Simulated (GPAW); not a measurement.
# Polarising WGe2N4 monolayer with a field along the normal

The dipole of the cell at several fields, atoms fixed. What does the strongest field give, and what length does the slope stand for?

Set-up. GPAW 26.7.0, plane waves (500 eV), PAW setups, PBE, 12×12 mesh, a dipole layer in the vacuum; geometry relaxed without an applied field with GPAW. The cell's area is 7.71 Å², and e/ε0 = 180.95 V Å.

Results, with one row withheld:

```
field (V/Å)  dipole (e Å)
       −0.2       −0.0719
       −0.1       −0.0359
      −0.05       −0.0180
       0.05        0.0180
        0.1        0.0359
        0.2        0.0719
        0.3             ?
```

Q: What is the dipole at 0.3 V/Å?

A: A line through the 6 points has the slope α = 0.359 e Å per V/Å and the intercept p₀ = 0.0000 e Å (r.m.s. residual 3.1e−05). At 0.3 V/Å it gives p = 0.0000 + 0.359 × 0.3 = 0.1078 e Å; the run gives 0.1078 e Å, so the response stays linear to 0.1 % of the induced part. Dividing by ε0 and the area: α/(ε0 A) = 0.359 × 180.95 / 7.71 = 8.44 Å, against 7.59 Å between the outer nuclei. For a gapped layer this length is t(1 − 1/ε), so it fixes ε only once a thickness t is chosen.

**Limits.** This is the electronic response alone; ions that move would add to it in polar layers. No run was spin-polarised, so magnetic states weren't tested. Spin-orbit coupling is left out, which matters for the heavier atoms here.

[Logs are printed without paths, hosts, clocks, repeated set-up lines and the standing remarks that a program may print on its own settings, such as how far it seeks lower states.]
